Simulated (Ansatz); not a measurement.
**H on Hf(0001): change of the work function**

Aim: the work function of Hf(0001) at several coverages of H (fcc site), and the dipole that each adsorbate carries.

Program: Ansatz 0.2.0. Level of theory: plane-wave DFT, PBE, Ansatz PAW. Values are calculated unless marked as measured.

The raw output is cut from this account; settings, times and results stay.

### Step 1. The system as given

The cell holds 4 atoms: 4 Hf. Cell: a = 3.200 Å, b = 3.200 Å, c = 25.594 Å, α = 90.0°, β = 90.0°, γ = 60.0°. Vacuum lies along c.

### Step 2. The clean slab

The bare slab comes first, as the zero from which every change is counted. The two lowest layers are held at bulk places and the upper ones relax. The dipole correction removes the false field that a one-sided slab makes across the periodic vacuum, so each face gets a flat vacuum level of its own.

input.yaml

```yaml
crystal:
  lattice:
    - [3.2, 0.0, 0.0]
    - [1.6, 2.7712812921, 0.0]
    - [0.0, 0.0, 25.5936]
  atoms:
    - { symbol: Hf, position: [0.6666666667, 0.6666666667, 0.3516504126] }
    - { symbol: Hf, position: [0.0, 0.0, 0.4505501375] }
    - { symbol: Hf, position: [0.6666666667, 0.6666666667, 0.5494498625] }
    - { symbol: Hf, position: [0.0, 0.0, 0.6483495874] }
kpoints:
  mp_grid: { grid: [12, 12, 1] }
hamiltonian:
  xc: pbe
scf:
  occupations: { method: fermi_dirac, width: 0.1 }
  convergence: { dr2_threshold: 1.0e-08 }
efield:
  axis: 3
  dipole_correction: true
  ramp_position: 0.97
  ramp_width: 0.06
relax:
  f_tol: 0.02
  max_steps: 60
  constraints: [{ sites: [0, 1] }]
output:
  write_potential: true
  write_density: true
  volumetric_format: npy
```

Run with:

```sh
> ansatz run input.yaml --threads 4 --pin off --max-ram 16384MiB --backend cpu --events-out ev --progress --plain --runs-dir out
```

Run time: 34 s. Hardware: 4 threads of Arm Neoverse V1, shared host; peak memory 0.71 GiB.

Step by step:

```tsv
step	energy less that of the first step (eV)	largest force component (eV/Å)
1	0.0000	0.8192
2	0.0064	1.1135
3	-0.0592	0.1717
4	-0.0611	0.0471
5	-0.0613	0.0017
```

Relaxation step 2 was tried and not accepted.

The run keeps the 6 symmetry operations that the program found, so distortions that break them were not tested.

The atoms that moved most (Å):

```tsv
atom	dx	dy	dz	length
Hf3	0.000	0.000	0.108	0.108
Hf4	0.000	0.000	-0.043	0.043
```

This step gave:

```
energy at zero smearing        : -62883.4700 eV
work function, upper face      : 4.332 eV
work function, lower face      : 4.381 eV
dipole along the normal        : 0.002372 e·Å
step between the vacuum levels : -0.04841 eV
```

Running mean over 2.5312 Å of the planar mean; the ramp of the sawtooth is left out. The electron's electrostatic potential energy less the Fermi level by z:

```tsv
z (Å)	electron's electrostatic potential energy less the Fermi level (eV)
3.0	4.38
3.5	4.38
4.0	4.38
4.5	4.37
5.0	4.35
5.5	4.30
6.0	4.13
6.5	3.64
7.0	2.31
7.5	-0.568
8.0	-4.04
8.5	-6.61
9.0	-7.41
9.5	-7.41
10.0	-7.30
10.5	-7.25
11.0	-7.26
11.5	-7.25
12.0	-7.07
12.5	-6.75
13.0	-6.68
13.5	-6.90
14.0	-7.23
14.5	-7.58
15.0	-8.07
15.5	-8.20
16.0	-7.96
16.5	-7.55
17.0	-6.75
17.5	-4.37
18.0	-0.937
18.5	2.06
19.0	3.51
19.5	4.05
20.0	4.24
20.5	4.30
21.0	4.32
21.5	4.33
22.0	4.33
22.5	4.33
```

The relaxation took 5 steps and lowered the energy by 0.061 eV; the largest force on the free atoms ends at 0.0017 eV/Å.

The work function of the upper face is 4.33 eV.

### Step 3. The covered slab, k-mesh 4×4×1, coverage 0.111 ML

System of this step: H/Hf(0001). The cell holds 37 atoms: 36 Hf and 1 H. Cell: a = 9.600 Å, b = 9.600 Å, c = 26.594 Å, α = 90.0°, β = 90.0°, γ = 60.0°. Vacuum lies along c.

The clean slab as it ended is repeated in the plane and the adsorbate is set on one face; the cell's size fixes the coverage, and the k-mesh shrinks with it to keep the sampling density about even. Adsorbate and upper layers relax, since the dipole depends on the height.

input.yaml

```yaml
crystal:
  lattice:
    - [9.6, 0.0, 0.0]
    - [4.8, 8.3138438763, 0.0]
    - [0.0, 0.0, 26.593625136]
  atoms:
    - { symbol: Hf, position: [0.2222222222, 0.2222222222, 0.3384269709] }
    - { symbol: Hf, position: [0.0, 0.0, 0.4336076763] }
    - { symbol: Hf, position: [0.2222222222, 0.2222222222, 0.5328648498] }
    - { symbol: Hf, position: [0.0, 0.0, 0.6223377317] }
    - { symbol: Hf, position: [0.2222222222, 0.5555555556, 0.3384269709] }
    - { symbol: Hf, position: [0.0, 0.3333333333, 0.4336076763] }
    - { symbol: Hf, position: [0.2222222222, 0.5555555556, 0.5328648498] }
    - { symbol: Hf, position: [0.0, 0.3333333333, 0.6223377317] }
[... 25 atom lines left out ...]
    - { symbol: Hf, position: [0.6666666667, 0.6666666667, 0.4336076763] }
    - { symbol: Hf, position: [0.8888888889, 0.8888888889, 0.5328648498] }
    - { symbol: Hf, position: [0.6666666667, 0.6666666667, 0.6223377317] }
    - { symbol: H, position: [0.1111111111, 0.1111111111, 0.6615730291] }
kpoints:
  mp_grid: { grid: [4, 4, 1] }
hamiltonian:
  xc: pbe
scf:
  occupations: { method: fermi_dirac, width: 0.1 }
  convergence: { dr2_threshold: 1.0e-08 }
efield:
  axis: 3
  dipole_correction: true
  ramp_position: 0.97
  ramp_width: 0.06
relax:
  f_tol: 0.02
  max_steps: 60
  constraints:
    - { sites: [0, 1, 4, 5, 8, 9, 12, 13, 16, 17, 20, 21, 24, 25, 28, 29, 32, 33] }
output:
  write_potential: true
  write_density: true
  volumetric_format: npy
```

Elapsed: 21 min, on 4 threads; peak memory 12 GiB.

The steps of the relaxation:

```tsv
step	energy less that of the first step (eV)	largest force component (eV/Å)
1	0.0000	0.1196
2	0.0144	0.2009
3	-0.0093	0.0208
4	-0.0095	0.0104
```

Relaxation step 2 was tried and not accepted.

Forces are held to the 6 operations that the program found; a distortion that breaks them can't arise in this run.

The atoms that moved most (Å):

```tsv
atom	dx	dy	dz	length
H37	0.000	0.000	0.037	0.037
Hf8	0.000	-0.005	0.024	0.024
Hf16	-0.004	0.002	0.024	0.024
Hf4	0.004	0.002	0.024	0.024
Hf3	-0.003	-0.001	0.016	0.016
Hf11	0.000	0.003	0.016	0.016
Hf27	0.003	-0.001	0.016	0.016
Hf32	-0.012	0.007	-0.002	0.014
```

Final coordinates:

```cif
data_structure
_symmetry_space_group_name_H-M 'P 1'
_symmetry_Int_Tables_number 1
_cell_length_a 9.6000
_cell_length_b 9.6000
_cell_length_c 26.5936
_cell_angle_alpha 90.000
_cell_angle_beta 90.000
_cell_angle_gamma 60.000
_cell_volume 2122.51
loop_
_atom_site_label
_atom_site_type_symbol
_atom_site_fract_x
_atom_site_fract_y
_atom_site_fract_z
_atom_site_occupancy
Hf1 Hf 0.22222 0.22222 0.33843 1
Hf2 Hf 0.00000 0.00000 0.43361 1
Hf3 Hf 0.22205 0.22205 0.53347 1
Hf4 Hf 0.00030 0.00030 0.62323 1
Hf5 Hf 0.22222 0.55556 0.33843 1
Hf6 Hf 0.00000 0.33333 0.43361 1
Hf7 Hf 0.22205 0.55564 0.53259 1
Hf8 Hf 0.00030 0.33274 0.62323 1
Hf9 Hf 0.22222 0.88889 0.33843 1
Hf10 Hf 0.00000 0.66667 0.43361 1
Hf11 Hf 0.22205 0.88924 0.53347 1
Hf12 Hf 0.99981 0.66676 0.62210 1
Hf13 Hf 0.55556 0.22222 0.33843 1
Hf14 Hf 0.33333 0.00000 0.43361 1
Hf15 Hf 0.55564 0.22205 0.53259 1
Hf16 Hf 0.33274 0.00030 0.62323 1
Hf17 Hf 0.55556 0.55556 0.33843 1
Hf18 Hf 0.33333 0.33333 0.43361 1
Hf19 Hf 0.55564 0.55564 0.53259 1
Hf20 Hf 0.33419 0.33419 0.62226 1
Hf21 Hf 0.55556 0.88889 0.33843 1
Hf22 Hf 0.33333 0.66667 0.43361 1
Hf23 Hf 0.55547 0.88893 0.53248 1
Hf24 Hf 0.33419 0.66495 0.62226 1
Hf25 Hf 0.88889 0.22222 0.33843 1
Hf26 Hf 0.66667 0.00000 0.43361 1
Hf27 Hf 0.88924 0.22205 0.53347 1
Hf28 Hf 0.66676 0.99981 0.62210 1
Hf29 Hf 0.88889 0.55556 0.33843 1
Hf30 Hf 0.66667 0.33333 0.43361 1
Hf31 Hf 0.88893 0.55547 0.53248 1
Hf32 Hf 0.66495 0.33419 0.62226 1
Hf33 Hf 0.88889 0.88889 0.33843 1
Hf34 Hf 0.66667 0.66667 0.43361 1
Hf35 Hf 0.88893 0.88893 0.53248 1
Hf36 Hf 0.66676 0.66676 0.62210 1
H37 H 0.11111 0.11111 0.66295 1
```

Numbers from this step:

```
energy at zero smearing        : -565968.1567 eV
work function, upper face      : 4.305 eV
work function, lower face      : 4.380 eV
dipole along the normal        : 0.03299 e·Å
step between the vacuum levels : -0.07479 eV
```

Running mean over 2.5312 Å of the planar mean; the ramp of the sawtooth is left out. Table of electron's electrostatic potential energy less the Fermi level by z:

```tsv
z (Å)	electron's electrostatic potential energy less the Fermi level (eV)
3.5	4.38
4.0	4.38
4.5	4.37
5.0	4.35
5.5	4.29
6.0	4.12
6.5	3.65
7.0	2.30
7.5	-0.569
8.0	-4.05
8.5	-6.60
9.0	-7.42
9.5	-7.41
10.0	-7.30
10.5	-7.26
11.0	-7.26
11.5	-7.25
12.0	-7.08
12.5	-6.76
13.0	-6.69
13.5	-6.91
14.0	-7.23
14.5	-7.57
15.0	-8.04
15.5	-8.16
16.0	-7.94
16.5	-7.59
17.0	-6.84
17.5	-4.46
18.0	-1.05
18.5	1.95
19.0	3.46
19.5	4.03
20.0	4.21
20.5	4.27
21.0	4.30
21.5	4.30
22.0	4.30
22.5	4.30
23.0	4.30
```

The relaxation took 4 steps and lowered the energy by 0.0095 eV; the largest force on the free atoms ends at 0.010 eV/Å.

The covered face has 4.30 eV, -0.03 eV against the clean one; the bare back face has moved by -0.00 eV, a measure of how thin the slab is.

### Step 4. Adsorbate added, k-mesh 6×6×1, coverage 0.25 ML

System of this step: H/Hf(0001). The cell holds 17 atoms: 16 Hf and 1 H. Its edges and angles: a = 6.400 Å, b = 6.400 Å, c = 26.594 Å, α = 90.0°, β = 90.0°, γ = 60.0°. Vacuum lies along c.

Another coverage, to see how the dipoles act on each other as their distance changes.

input.yaml

```yaml
crystal:
  lattice:
    - [6.4, 0.0, 0.0]
    - [3.2, 5.5425625842, 0.0]
    - [0.0, 0.0, 26.593625136]
  atoms:
    - { symbol: Hf, position: [0.3333333333, 0.3333333333, 0.3384269709] }
    - { symbol: Hf, position: [0.0, 0.0, 0.4336076763] }
    - { symbol: Hf, position: [0.3333333333, 0.3333333333, 0.5328648498] }
    - { symbol: Hf, position: [0.0, 0.0, 0.6223377317] }
    - { symbol: Hf, position: [0.3333333333, 0.8333333333, 0.3384269709] }
    - { symbol: Hf, position: [0.0, 0.5, 0.4336076763] }
    - { symbol: Hf, position: [0.3333333333, 0.8333333333, 0.5328648498] }
    - { symbol: Hf, position: [0.0, 0.5, 0.6223377317] }
    - { symbol: Hf, position: [0.8333333333, 0.3333333333, 0.3384269709] }
    - { symbol: Hf, position: [0.5, 0.0, 0.4336076763] }
    - { symbol: Hf, position: [0.8333333333, 0.3333333333, 0.5328648498] }
    - { symbol: Hf, position: [0.5, 0.0, 0.6223377317] }
    - { symbol: Hf, position: [0.8333333333, 0.8333333333, 0.3384269709] }
    - { symbol: Hf, position: [0.5, 0.5, 0.4336076763] }
    - { symbol: Hf, position: [0.8333333333, 0.8333333333, 0.5328648498] }
    - { symbol: Hf, position: [0.5, 0.5, 0.6223377317] }
    - { symbol: H, position: [0.1666666667, 0.1666666667, 0.6615730291] }
kpoints:
  mp_grid: { grid: [6, 6, 1] }
hamiltonian:
  xc: pbe
scf:
  occupations: { method: fermi_dirac, width: 0.1 }
  convergence: { dr2_threshold: 1.0e-08 }
efield:
  axis: 3
  dipole_correction: true
  ramp_position: 0.97
  ramp_width: 0.06
relax:
  f_tol: 0.02
  max_steps: 60
  constraints: [{ sites: [0, 1, 4, 5, 8, 9, 12, 13] }]
output:
  dos: { projected: true, e_range: [-8, 4] }
  write_potential: true
  write_density: true
  volumetric_format: npy
  elf: true
```

It took 4 min on 4 threads; peak memory 5.2 GiB; 16 min of CPU time.

Relaxation path:

```tsv
step	energy less that of the first step (eV)	largest force component (eV/Å)
1	0.0000	0.2939
2	0.0210	0.5696
3	-0.0086	0.0138
```

Relaxation step 2 was tried and not accepted.

Forces are held to the 6 operations that the program found; a distortion that breaks them can't arise in this run.

The atoms that moved most (Å):

```tsv
atom	dx	dy	dz	length
H17	0.000	0.000	0.038	0.038
Hf8	0.000	0.004	0.020	0.021
Hf12	0.003	-0.002	0.020	0.021
Hf4	-0.003	-0.002	0.020	0.021
Hf15	0.000	0.000	-0.018	0.018
Hf16	0.000	0.000	-0.015	0.015
Hf3	-0.005	-0.003	0.006	0.008
Hf11	0.005	-0.003	0.006	0.008
```

Final coordinates:

```
Hf H
1.0
     6.40000    0.00000    0.00000
     3.20000    5.54256    0.00000
     0.00000    0.00000   26.59363
Hf H
16 1
Direct
  0.33333 0.33333 0.33843
  0.00000 0.00000 0.43361
  0.33278 0.33278 0.53309
  0.99965 0.99965 0.62310
  0.33333 0.83333 0.33843
  0.00000 0.50000 0.43361
  0.33278 0.83443 0.53309
  0.99965 0.50070 0.62310
  0.83333 0.33333 0.33843
  0.50000 0.00000 0.43361
  0.83443 0.33278 0.53309
  0.50070 0.99965 0.62310
  0.83333 0.83333 0.33843
  0.50000 0.50000 0.43361
  0.83333 0.83333 0.53218
  0.50000 0.50000 0.62177
  0.16667 0.16667 0.66299
```

Read from the output:

```yaml
energy_at_zero_smearing: -251550.8273 eV
work_function_upper_face: 4.243 eV
work_function_lower_face: 4.377 eV
dipole_along_the_normal: 0.02627 e·Å
step_between_the_vacuum_levels: -0.1340 eV
```

The density of states has structure finer than the step of the table below, so its rows give means over 0.25 eV. Peaks (eV: height): -1.080: 33.3, -0.900: 72.9, 0.000: 31.0, 0.570: 36.5, 1.080: 66.3, 1.200: 43.2, 1.950: 61.2.

The density of states by energy, zero at the Fermi level; means over each step:

```tsv
energy (eV)	density of states (states/eV a cell)
-7.25	0
-7.00	0.296
-6.75	1.06
-6.50	1.17
-6.25	1.77
-6.00	2.94
-5.75	4.08
-5.50	1.98
-5.25	2.27
-5.00	2.56
-4.75	5.62
-4.50	2.55
-4.25	3.02
-4.00	4.31
-3.75	9.03
-3.50	5.60
-3.25	10.5
-3.00	11.2
-2.75	11.2
-2.50	13.9
-2.25	14.3
-2.00	13.4
-1.75	6.90
-1.50	14.0
-1.25	17.1
-1.00	30.6
-0.75	19.9
-0.50	13.4
-0.25	19.2
0.00	22.2
0.25	20.1
0.50	27.2
0.75	24.0
1.00	30.5
1.25	26.3
1.50	17.0
1.75	19.1
```

Projected DOS per atom over height of the atomic layer and energy from the Fermi level. Layers: Hf4 Hf4 Hf4 Hf4 H from below.

Ten even steps from '_' (0.00 states/eV) to '@' (1.93 states/eV), each cell a mean:
```
**##%%**__
==++%%##__
@@##**%%__
@@**++##__
@@====%%__
**----++__
##@@@@%%__
++======__
::------__
--==++==__
--------__
::----::__
::::::::__
....__..__
......__..
________..
________::
______..--
__________
__________
__________
__________
```
Columns: height of the atomic layer (Å) from 9 to 17.6 (not evenly spaced); rows upwards: energy from the Fermi level (eV) from -7.96 to 1.95.

Valence density in the ca plane at fractional y = 0.000, with atoms of Hf within 0.2 Å of it. It is the smooth field of the valence electrons, not physical close to the nuclei.

Ten steps, logarithmic in the rise over the least value, from '0' (0 e/Å³) to '9' (30 e/Å³), each cell a mean:
```
11112689741111111136997310000000000000000000
11111366521011111114664200000000000000000000
21111122110011211111221000000000000000000000
22111111100112221111110000000000000000000000
22111111100112221111110000000000000000000000
21111122210011111111221000000000000000000000
11111366521011111114664200000000000000000000
11112689741111111136997310000000000000000000
11112699841111111137997410000000000000000000
11112578631111111125786200000000000000000000
11111244311011111112442100000000000000000000
21111111110012221111111100000000000000000000
32111111000112321111111100000000000000000000
21111111110012221111111100000000000000000000
11111244311011111112443100000000000000000000
11112578631111111125786200000000000000000000
11112699841111111137997410000000000000000000
```
Columns run along c (16.0 Å, from fractional 0.34 to 0.94 of the cell), rows up along a (6.4 Å). Atoms in or near the plane, at fractional coordinates: Hf at (0.43, 0.00), Hf at (0.62, 0.00), Hf at (0.43, 0.50), Hf at (0.62, 0.50).

ELF in the ca plane at fractional y = 0.000, with atoms of Hf within 0.2 Å of it. It is the smooth field of the valence electrons, not physical close to the nuclei.

Ten even steps from '0' (0.00) to '9' (0.84), each cell a mean:
```
67733899952566788438999510000000000000000000
23431478622433335324786211110000000000000000
22233222223311222322232223321000000000000000
32135432344212321354323455421000000000000000
32135422344212321344323455421000000000000000
22232223223311222322232223321000000000000000
34531478622433345324786211110000000000000000
67733899952566788438999510000000000000000000
78733899962577898448999610000000000000000000
45632699842454566426998310000000000000000000
22332245312322223322553112100000000000000000
32234222234312321343212354310000000000000000
42135432345213431354323576410000000000000000
32234222234312321333211354310000000000000000
22332255312322223323553112100000000000000000
45632699842455566426998310000000000000000000
78733899962577898448999610000000000000000000
```
Columns run along c (16.0 Å, from fractional 0.34 to 0.94 of the cell), rows up along a (6.4 Å). Atoms in or near the plane, at fractional coordinates: Hf at (0.43, 0.00), Hf at (0.62, 0.00), Hf at (0.43, 0.50), Hf at (0.62, 0.50).

Electrostatic potential energy in the ca plane at fractional y = 0.000, with atoms of Hf within 0.2 Å of it. With pseudopotentials it is smooth inside the atoms' cores, unlike the true potential.

Values in eV, 9 rows by 16 columns, each cell a mean:
```
  5  -3 -31 -13   5   5  -2 -31 -15   7   9   9   9   9   9   9
 -4   4  -3   3   0  -5   3  -3   2   8   9   9   9   9   9   9
 -6   5   1   4  -1  -7   4   1   4   8   9   9   9   9   9   9
  3  -1 -27  -9   4   3  -1 -27 -11   7   9   9   9   9   9   9
  6  -6 -33 -17   6   7  -5 -33 -20   6   9   9   9   9   9   9
  1   1 -19  -4   3   0   1 -18  -5   7   9   9   9   9   9   9
 -7   5   3   5  -1 -10   4   3   5   8   9   9   9   9   9   9
 -1   3 -12  -1   2  -2   2 -11  -2   8   9   9   9   9   9   9
  6  -5 -33 -16   6   6  -4 -33 -18   6   9   9   9   9   9   9
```
Columns run along c (16.0 Å, from fractional 0.34 to 0.94 of the cell; values clipped at the 3rd and 97th percentile), rows up along a (6.4 Å). Atoms in or near the plane, at fractional coordinates: Hf at (0.43, 0.00), Hf at (0.62, 0.00), Hf at (0.43, 0.50), Hf at (0.62, 0.50).

The relaxation took 3 steps and lowered the energy by 0.0086 eV; the largest force on the free atoms ends at 0.014 eV/Å.

By hand: a sheet of dipoles makes a step −p/(ε₀A) in the electron's potential. With e/ε₀ = 180.95 V·Å, p = 0.02627 e·Å and A = 35.47 Å², that is −180.95 × (0.02627) / 35.47 = -0.134 eV, and the two vacuum levels of the run differ by -0.134 eV.

The covered face has 4.24 eV, -0.09 eV against the clean one; the bare back face has moved by -0.00 eV, a measure of how thin the slab is.

(Part 1 of 2 ends here.)

[Long decimals in the printed logs are rounded to 6 places.]

[Logs are printed without paths, hosts, clocks, repeated set-up lines and the standing remarks that a program may print on its own settings, such as how far it seeks lower states.]

[Hosts, paths, dates, database ids (printed as entryN), source tags and the programs' standing remarks are cut or masked in the printed files.]

[Maps of the electrostatic potential energy from Ansatz leave out the sawtooth potential of an applied field or a dipole correction, so their vacuum need not be flat; planar profiles and work functions include it.]

[The density of states shown here was stored with 400 of the rows of the run's finer table, so its peaks can read low, often by over a quarter, or be missed, and its means over a window can be off by a tenth or more.]
